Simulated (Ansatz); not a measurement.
# Al5Au3 (Al on 62 % of the Au sites, one arrangement): core-level shifts, part 2 of 3

Aim: core-level shifts of both metals in Al5Au3 (Al on 62 % of the Au sites, one arrangement), site by site. Spin–orbit coupling is left out of the bands throughout.

Ansatz 0.2.0; DFT, PBE, plane-wave PAW, default files, scalar-relativistic.

So far: The structure; Relaxation.

### 3. Valence states

First the ground state, then the DOS by atom and shell, which the cross sections turn into spectra.

The input, input.yaml:

```yaml
crystal:
  lattice:
    - [-4.085828048, 4.085828048, 4.085828048]
    - [4.085828048, -4.085828048, 4.085828048]
    - [4.085828048, 4.085828048, -4.085828048]
  atoms:
    - { symbol: Al, position: [0.0099743683, 0.2521432395, 0.7189332785] }
    - { symbol: Au, position: [-0.0590437917, 0.4833368768, 0.4839944986] }
    - { symbol: Al, position: [0.0155507645, 0.7648714672, 0.2634516243] }
    - { symbol: Al, position: [0.2343800556, -0.0066540612, 0.7521706436] }
    - { symbol: Al, position: [-0.0204872304, 0.0064567872, 0.0026062955] }
    - { symbol: Au, position: [0.2937786212, 0.2893168785, 0.5089233486] }
    - { symbol: Al, position: [0.263596218, 0.4931396558, 0.2443277611] }
    - { symbol: Al, position: [0.489279274, 0.7438540696, 0.7714555451] }
    - { symbol: Au, position: [0.240214371, 0.7764790867, 0.000648348] }
    - { symbol: Au, position: [0.4645217799, -0.0576779448, 0.5208189918] }
    - { symbol: Al, position: [0.4959323424, 0.228897386, 0.2416724285] }
    - { symbol: Al, position: [0.7556385254, 0.5180528979, 0.7502923448] }
    - { symbol: Al, position: [0.5000105046, 0.474535039, 0.0007420022] }
    - { symbol: Al, position: [0.7547740386, 0.7673251971, 0.5099412965] }
    - { symbol: Au, position: [0.7480963623, -0.044797546, 0.2376138094] }
    - { symbol: Au, position: [0.8137837964, 0.3107209705, -0.0075922164] }
kpoints:
  mp_grid: { grid: [6, 6, 6] }
scf:
  occupations: { method: fermi_dirac, width: 0.08 }
  n_extra_bands: 16
hamiltonian:
  xc: pbe
  pseudopotentials: { kind: paw }
output:
  forces: true
  stress: true
  dos:
    projected: true
    de: 0.05
    e_range: [-30, 12]
    method: { smearing: { sigma: 0.1, scheme: gaussian } }
  eigenstates:
    kpoints:
      - [0.0, 0.0, 0.0]
      - [0.16666667, -0.16666667, 0.16666667]
      - [0.33333333, -0.33333333, 0.33333333]
      - [0.5, -0.5, 0.5]
      - [-0.33333333, 0.33333333, -0.33333333]
      - [-0.16666667, 0.16666667, -0.16666667]
      # [... 14 more points ...]
      - [-0.25, 0.25, 0.25]
      - [-0.125, 0.125, 0.125]
    e_range: [-9.0, 3.0]
    unfold: { supercell_matrix: [[3, -1, -1], [-1, 3, -1], [-1, -1, 3]] }
```

Launch:

```bash
$ ansatz run input.yaml --threads 4 --pin off --max-ram 14336MiB --backend cpu --events-out ev --progress --plain --runs-dir out
```

Numbers of over 12 decimals in the logs are rounded to 6 here.

What it wrote:

```text
[...]
Crystal: 16 atoms, lattice volume = 272.835 Å³
Basis set: ecut = 420 eV, 5425 PW (Γ), exchange–correlation on 96×96×96 points (8 copies of the dense FFT grid, shifted against one another)
Bands: 88, of which v1, the nominal top of the filled ones, is band 72 counted from 1 (71 counted from 0)
Symmetry: 1 space group operations
[...]
k-points: 112 of 216 (time reversal used)
[...]
SCF iter   1: F=—  HF=-84274.341581 eV  |F-HF|=—  |Δ(HF+E_count)|=         —  Δρ=2.82e-3  dr2=2.61e-2  ethr=1.77e-3  ⟨swp⟩=6.3  Hψ=38465  notcnv=0  defer=193
[...]
SCF iter   8: F=-84274.345278 eV  HF=-84274.345278 eV  |F-HF|=2.74e-9  |Δ(HF+E_count)|=   2.13e-8  Δρ=1.23e-6  dr2=5.89e-9  ethr=6.94e-11  ⟨swp⟩=9.8  Hψ=35466  notcnv=0
SCF 1 converged in 8 iterations: F = -84274.345278 eV  dr2 = 5.89e-9
[...]
NSCF: frozen V_eff on 22 k-points
SCF converged after 8 iterations
Free energy (F): -84274.345278 eV
[...]
Internal energy: -84274.239481 eV  (E = F + TS)
E sigma→0 (E₀):  -84274.292379 eV
Entropy (-TS):   -0.105797 eV (-6.612 meV/atom)
Fermi energy:    12.903250 eV
[...]
--- Forces (eV/Å), atoms counted from 1 ---
  atom   1  Al     0.05637769     0.01553348    -0.03600119
  atom   2  Au    -0.01864459    -0.00177900     0.01947521
  atom   3  Al    -0.03621608     0.00032173    -0.00872839
  atom   4  Al     0.03000629     0.02097619     0.00869382
  atom   5  Al    -0.04205528    -0.06204808     0.02135568
  atom   6  Au    -0.02117059    -0.00411462    -0.05545550
  atom   7  Al    -0.03478940    -0.03627352     0.03412689
  atom   8  Al     0.01125413     0.03471258     0.03773895
  atom   9  Au     0.00172685     0.00510469    -0.00707031
  atom  10  Au     0.00971972     0.02403117     0.00800923
  atom  11  Al    -0.00211655    -0.04519912    -0.00217645
  atom  12  Al     0.02883286     0.03706709     0.02810154
  atom  13  Al     0.03917368     0.01199291     0.00613139
  atom  14  Al     0.02223963    -0.01718558    -0.04400568
  atom  15  Au    -0.02774391     0.02511165     0.01833424
  atom  16  Au    -0.01658311    -0.00824081    -0.02852429
  max |Σ_I F_I| component: 1.13e-5 eV/Å
--- Stress (GPa, compression-positive) ---
       -0.495487      -0.145877       0.582621
       -0.145877       0.985904       0.144227
        0.582621       0.144227      -0.339506
  P = ⅓ Tr σ = 0.0503 GPa (0.503 kbar)
--- Band table (eV; the first three rows and the last of 112) ---
  k-point 0: bands = [... 68 lower, 11.0738, 11.0920, 13.2732, 13.7443, 14.1862, 14.9498, 15.1329, 15.2036, ... 12 higher]
  k-point 1: bands = [... 68 lower, 10.7374, 11.5133, 13.3545, 13.5155, 14.0557, 14.3183, 14.6302, 14.8230, ... 12 higher]
  k-point 2: bands = [... 68 lower, 11.6041, 11.9661, 12.2138, 12.4585, 13.4523, 13.5707, 13.7605, 14.1621, ... 12 higher]
  k-point 111: bands = [... 68 lower, 12.9041, 12.9473, 13.2370, 13.6121, 13.6826, 13.8790, 14.0723, 14.1706, ... 12 higher]
```

Elapsed: 2 min, on 4 threads of Arm Neoverse V1, shared host; peak memory 1.9 GiB; 8.1 min of CPU time.

This step gave:

| Property | Result |
| --- | --- |
| free energy | -84274.3453 eV |
| energy at zero smearing | -84274.2924 eV |
| smearing term TS | 0.1058 eV |
| Fermi energy | 12.90 eV |
| pressure | 0.05030 GPa |
| zero of energy | Fermi level |
| share of occupied states in no projected shell | 0.0119 of the occupied states in the window |
| DOS at the Fermi level | 4.774 states/eV/cell |

A(k,E), total over k along the path and E. Zero: Fermi level.

Ten even steps from '0' (0.01 eV⁻¹) to '9' (1.31 eV⁻¹), each cell a mean:
```
000101111061000000020100074121
000100024320000000020100075310
000100436240000000101100274354
000001225810000000001001356222
000000017710000000011011352100
000000001400000000003011611400
000000021100000000002012403300
000001161000000000001312102081
000000912140010000000336110119
000001111010000000100004000201
000002120022101000100030000021
100005111111110100101351000021
211013211112101211113621111112
333233223233233332234433323322
556764444555554555557755666444
555565555675655554454355556655
444544565666444444544456776665
122225434343222122223444333334
000032121113100001113222100121
000061100004100000014220000001
000000000000100000071000000000
000500000000900000030000000000
```
Columns: k along the path (Å⁻¹) from 0 to 6.90 (not evenly spaced); rows upwards: E (eV) from -8.7 to 2.39.

Peaks of A(k,E) at the labelled points: for each region the eleven nearest the zero at most, each over 6 % of that point's highest, less those above the energy where the solved bands run out; weight and spread sum the levels within three half widths or 0.3 eV, so near peaks share levels. Peaks of the spectral function, the first 40 of 66 rows:

```tsv
point	weight on	E (eV)	A (1/eV)	weight near the peak	rms spread of levels (eV)
Γ	total	-4.16	0.371	0.188	0.143
Γ	total	-3.92	0.361	0.165	0.129
Γ	total	-3.52	0.188	0.112	0.223
Γ	total	-3.26	0.173	0.116	0.226
Γ	total	-2.98	0.171	0.08	0.138
Γ	total	-1.84	0.126	0.052	0.07
Γ	total	0.38	0.069	0.02	0
Γ	total	0.84	0.087	0.025	0
Γ	total	1.28	0.068	0.019	0
Γ	total	2.06	0.068	0.039	0.112
Γ	total	2.26	0.086	0.039	0.112
X	total	-4.78	0.546	0.334	0.182
X	total	-4.24	0.312	0.13	0.15
X	total	-3.9	0.394	0.158	0.115
X	total	-3.52	0.216	0.137	0.23
X	total	-3.24	0.275	0.197	0.213
X	total	-2.98	0.385	0.159	0.133
X	total	-1.82	2.578	0.887	0.05
X	total	0.38	0.297	0.076	0
X	total	0.84	0.815	0.234	0
X	total	1.28	1.096	0.329	0
X	total	2.24	0.255	0.087	0.077
U	total	-2.04	0.469	0.221	0.09
U	total	-1.68	0.308	0.081	0.033
U	total	-1.36	0.165	0.081	0.146
U	total	-0.74	0.33	0.085	0
U	total	-0.4	0.247	0.043	0
U	total	0.12	1.37	0.596	0.067
U	total	0.2	1.396	0.596	0.067
U	total	0.72	1.102	0.291	0
U	total	1.04	1.107	0.28	0
U	total	1.36	1.169	0.317	0
U	total	1.82	1.029	0.297	0
K	total	-3.62	0.231	0.089	0.097
K	total	-3.42	0.249	0.155	0.164
K	total	-3.24	0.274	0.112	0.1
K	total	-1.96	0.355	0.163	0.13
K	total	-1.14	0.143	0.028	0
K	total	-0.6	0.552	0.144	0
K	total	-0.08	1.532	0.524	0.042
```

The DOS has structure finer than the step of the table below, so its rows give means over 0.5 eV, whole bins alone (the curve runs from -12.7 to 2.38 eV). Peaks (eV: height): total -4.92: 28.5; Au 5d -4.92: 25.4; Al 3p -2.92: 3.10, -2.12: 3.75, -1.43: 3.25, 2.08: 3.34; Al 3s -8.03: 1.36, -7.42: 2.10, 1.27: 2.13, 1.98: 1.89; Au 6s -8.03: 0.721, -6.22: 0.717, 1.27: 0.910, 1.88: 0.838.

* holds the states left over by the projection beside any projected weight of its own. DOS against E, zero at the Fermi level; means over each step; values in states/eV/cell:

```tsv
E (eV)	total	Au 5d	Al 3p	Al 3s	Au 6s	Au 6p*
-11.5	6.3e-5	0	0	3.6e-5	2.6e-5	0
-11.0	0.303	7.6e-4	0.0269	0.161	0.113	8.0e-4
-10.5	1.21	0.00616	0.258	0.573	0.373	0.00444
-10.0	1.94	0.0250	0.623	0.827	0.454	0.0102
-9.5	2.37	0.0718	0.944	0.875	0.463	0.0153
-9.0	2.67	0.158	1.16	0.885	0.452	0.0198
-8.5	3.57	0.369	1.57	1.06	0.537	0.0280
-8.0	4.59	0.876	1.87	1.18	0.623	0.0349
-7.5	7.08	2.54	2.17	1.73	0.582	0.0501
-7.0	9.40	4.99	2.15	1.62	0.577	0.0523
-6.5	15.9	11.5	2.47	1.20	0.663	0.0689
-6.0	25.1	20.9	2.88	0.647	0.591	0.110
-5.5	24.3	21.1	2.29	0.448	0.391	0.131
-5.0	26.4	23.4	1.98	0.436	0.457	0.146
-4.5	17.8	14.7	1.96	0.548	0.504	0.131
-4.0	8.06	4.80	2.06	0.656	0.429	0.120
-3.5	5.54	2.21	2.21	0.606	0.389	0.119
-3.0	5.87	2.04	2.60	0.675	0.405	0.142
-2.5	4.93	1.35	2.38	0.678	0.370	0.151
-2.0	6.06	1.26	3.07	0.994	0.500	0.235
-1.5	5.58	0.965	2.80	1.05	0.485	0.272
-1.0	5.13	0.748	2.64	0.964	0.471	0.304
-0.5	5.63	0.759	2.70	1.27	0.540	0.361
0.0	5.09	0.627	2.35	1.18	0.552	0.372
0.5	5.70	0.560	2.52	1.45	0.662	0.502
1.0	6.63	0.553	2.87	1.81	0.729	0.670
1.5	6.42	0.461	2.79	1.68	0.740	0.755
2.0	6.89	0.405	3.07	1.74	0.764	0.916
```

Sums over each group's atoms; a table of it gives point samples, which can step over narrow peaks. DOS of the group against E, zero at the Fermi level; values in states/eV:

```tsv
E (eV)	Au: Au 5d	Al: Al 3p	Al: Al 3s	Au: Au 6s
-11.5	0	0	0	0
-11.0	6.2e-4	0.0196	0.143	0.101
-10.5	0.00568	0.253	0.571	0.373
-10.0	0.0254	0.663	0.889	0.491
-9.5	0.0727	0.952	0.876	0.461
-9.0	0.148	1.11	0.846	0.429
-8.5	0.321	1.41	0.961	0.488
-8.0	0.908	1.95	1.23	0.658
-7.5	2.70	2.35	1.96	0.606
-7.0	4.88	2.13	1.61	0.581
-6.5	10.9	2.37	1.19	0.644
-6.0	21.2	2.91	0.642	0.592
-5.5	21.1	2.26	0.441	0.379
-5.0	24.0	1.98	0.430	0.461
-4.5	14.4	1.96	0.544	0.506
-4.0	4.71	2.14	0.682	0.439
-3.5	2.22	2.37	0.626	0.402
-3.0	2.03	2.59	0.671	0.399
-2.5	1.23	2.14	0.621	0.331
-2.0	1.31	3.28	1.02	0.525
-1.5	1.03	2.99	1.09	0.506
-1.0	0.737	2.64	0.941	0.461
-0.5	0.792	2.94	1.32	0.538
0.0	0.615	2.31	1.17	0.549
0.5	0.536	2.41	1.44	0.645
1.0	0.559	2.90	1.82	0.721
1.5	0.444	2.73	1.61	0.679
2.0	0.416	3.14	1.82	0.777
```

This run's widths, added to any smearing of the DOS itself: Gaussian 0.2 eV, Lorentzian 0.05 eV. The intensity by binding energy, zero at the Fermi level; values in % of the maximum within 13 eV:

```tsv
binding energy (eV)	21.2 eV	100 eV	1253.6 eV	1486.7 eV	5950 eV
-1.0	0.0715	0.0923	0.0756	0.0748	0.0753
-0.5	0.111	0.157	0.120	0.118	0.120
0.0	1.71	3.18	2.03	1.97	2.02
0.5	3.96	7.31	4.62	4.50	4.55
1.0	3.72	6.61	4.22	4.12	4.18
1.5	4.91	8.14	5.48	5.37	5.41
2.0	6.21	9.62	6.76	6.65	6.69
2.5	6.06	8.39	6.42	6.34	6.36
3.0	9.43	12.0	9.81	9.72	9.75
3.5	10.1	12.3	10.4	10.4	10.4
4.0	21.2	23.1	21.5	21.5	21.5
4.5	60.9	61.8	61.1	61.1	61.1
5.0	99.2	99.2	99.2	99.2	99.2
5.5	87.4	87.9	87.5	87.4	87.4
6.0	87.1	88.3	87.3	87.3	87.3
6.5	47.3	49.5	47.9	47.8	47.9
7.0	21.5	24.4	22.3	22.2	22.2
7.5	12.0	15.4	12.9	12.8	12.8
8.0	4.68	7.37	5.41	5.31	5.43
8.5	2.15	4.35	2.76	2.68	2.78
9.0	1.20	3.02	1.74	1.67	1.77
9.5	0.760	2.35	1.28	1.22	1.33
10.0	0.494	1.82	1.01	0.948	1.08
10.5	0.304	1.12	0.691	0.654	0.797
11.0	0.121	0.312	0.229	0.220	0.266
11.5	-	0.0754	0.0657	0.0651	0.0668
12.0	-	0.0583	0.0523	0.0519	0.0526
12.5	-	0.0482	0.0437	0.0434	0.0439
```

Maxima picked by a test of local sharpness, so broad peaks and shoulders can be missing; peaks within 0.45 eV of a curve's cut are left out. Valence peaks, by row:

```tsv
photon energy (eV)	binding energy (eV)	height (% of the maximum within 13 eV)	main shell	its share (%)
21.2	5.85	90.1	Au 5d	99.48
21.2	4.95	100	Au 5d	99.62
21.2	3.35	10.72	Au 5d	95.56
21.2	2.1	6.589	Au 5d	90.23
100	5.85	91.01	Au 5d	96.46
100	4.95	100	Au 5d	97.58
100	3.35	13.23	Au 5d	75.9
100	2.1	10.07	Au 5d	57.85
100	1.45	8.306	Au 5d	51.01
100	0.5	7.358	Au 5d	43.73
1254	5.85	90.2	Au 5d	99.04
1254	4.95	100	Au 5d	99.29
1254	3.35	11.11	Au 5d	91.98
1254	2.1	7.103	Au 5d	83.43
1254	0.5	4.645	Au 5d	70.49
1487	5.85	90.18	Au 5d	99.13
1487	4.95	100	Au 5d	99.35
1487	3.35	11.02	Au 5d	92.7
1487	2.1	6.99	Au 5d	84.84
1487	0.5	4.522	Au 5d	72.46
5950	5.85	90.16	Au 5d	98.99
5950	4.95	100	Au 5d	99.2
5950	3.35	11.08	Au 5d	92.13
5950	2.1	7.023	Au 5d	84.3
5950	0.5	4.574	Au 5d	71.52
```

Shapes are the site's partial DOS without matrix elements, which overweights lines from ligand s bands. Intensity against emission energy less the core level's binding energy, zero at the Fermi level; read off at these points; values in % of the unpolarised maximum:

```tsv
emission energy less the core level's binding energy (eV)	Al K-beta	Al K-beta, E along x	Al K-beta, E along y	Al K-beta, E along z	Al L2,3	Au L-beta5
-12.50	1.42	1.42	1.43	1.40	0.0144	14.9
-12.00	1.84	1.84	1.86	1.81	0.0211	16.9
-11.50	2.62	2.62	2.66	2.57	0.0393	19.4
-11.00	5.00	5.01	5.08	4.90	7.28	22.5
-10.50	12.4	12.4	12.6	12.1	29.8	26.2
-10.00	22.8	22.7	23.2	22.5	41.7	30.8
-9.50	33.3	32.9	34.1	32.9	42.8	36.4
-9.00	43.4	43.4	44.6	42.3	44.8	43.1
-8.50	54.7	55.9	57.1	51.0	50.9	51.2
-8.00	64.5	66.6	68.4	58.4	62.2	60.5
-7.50	73.5	75.5	78.4	66.7	95.1	70.7
-7.00	76.5	76.4	78.0	75.3	80.4	81.0
-6.50	85.0	81.6	80.8	92.7	60.3	90.2
-6.22	92.1	88.8	88.1	99.4	39.7	94.4
-6.12	93.1	90.7	90.0	98.7	36.1	95.6
-6.00	92.6	91.1	90.4	96.3	32.3	96.9
-5.50	81.0	80.4	80.1	82.5	22.4	99.9
-5.00	72.8	71.3	72.3	74.7	21.7	98.5
-4.50	71.5	72.3	68.7	73.5	27.5	93.2
-4.00	73.6	73.3	70.1	77.2	34.6	84.9
-3.50	78.8	78.4	74.9	83.0	30.4	75.3
-3.00	88.4	87.9	87.3	89.8	35.0	65.6
-2.50	88.1	88.3	87.2	88.6	32.2	56.6
-2.12	99.7	99.5	99.4	100	46.9	50.4
-2.00	98.9	99.2	98.9	98.6	52.4	48.6
-1.50	95.0	95.2	95.1	94.7	54.7	41.7
-1.00	89.4	86.3	89.5	92.3	46.1	35.8
-0.50	82.6	80.6	83.3	83.1	65.8	30.8
0.00	44.2	41.9	41.8	45.0	29.6	26.5
0.50	11.3	10.8	10.9	11.4	0.0710	22.9
1.00	5.51	5.35	5.40	5.59	0.0311	19.8
```

Broadened DOS, unweighted empty DOS against E, zero at the Fermi level; read off at these points:

```tsv
E (eV)	broadened DOS, unweighted empty DOS (states/eV/cell)
-0.93	3.9e-5
-0.82	2.9e-4
-0.72	0.00176
-0.62	0.00869
-0.53	0.0351
-0.42	0.117
-0.33	0.321
-0.23	0.737
-0.12	1.42
-0.03	2.34
0.07	3.35
0.17	4.25
0.28	4.92
0.38	5.35
0.47	5.62
0.57	5.82
0.68	6.02
0.78	6.22
0.88	6.41
0.97	6.55
1.07	6.65
1.18	6.70
1.27	6.69
1.38	6.61
1.48	6.49
1.57	6.42
1.68	6.43
1.77	6.53
```

Recipe: projected DOS times atomic cross section and asymmetry factor (linear light, 54.7° from the polarisation), occupied states only, Fermi edge at 77 K, a Lorentzian width of 0.05 eV growing by 0 eV per eV of binding energy, and a resolution of 0.2 eV. Curves are cut 10 eV under the photon energy, above any shell that the free atom's threshold puts out of reach, or at the lower edge of the window: 11.2 eV at 21.2 eV, 12.8 eV at 100 eV, 12.8 eV at 1253.6 eV, 12.8 eV at 1486.7 eV and 12.8 eV at 5950 eV. A star in tables and legends marks shells that hold the states left over by the projection (1.2 % of the filled ones), a stand-in for orbitals that the files don't project on. Matrix elements of the solid and inelastic losses aren't modelled, nor non-dipole terms, which matter above 3 keV.

Share of each shell in the spectrum's area (%), by photon energy:

```tsv
shell	21.2 eV	100 eV	1253.6 eV	1486.7 eV	5950 eV
Al 3s	0.9	4.3	2.6	2.3	1.7
Al 3p	0.9	7.3	0.8	0.6	0.1
Au 6s	0.2	0.4	1.0	1.0	2.4
Au 5d	97.9	87.9	95.6	96.0	95.6
```

The largest force component on a free atom is 0.062 eV/Å, so the geometry isn't quite at rest for these settings. At the Fermi level the DOS is 4.77 states/eV a cell, and on the broadened curves Al 3p holds 46 % of the total there.

(Continued in part 3 of 3.)

[Logs are printed without paths, hosts, clocks, repeated set-up lines and the standing remarks that a program may print on its own settings, such as how far it seeks lower states.]

[Hosts, paths, dates, database ids (printed as entryN), source tags and the programs' standing remarks are cut or masked in the printed files.]

[Maps of the electrostatic potential energy from Ansatz leave out the sawtooth potential of an applied field or a dipole correction, so their vacuum need not be flat; work functions include it.]
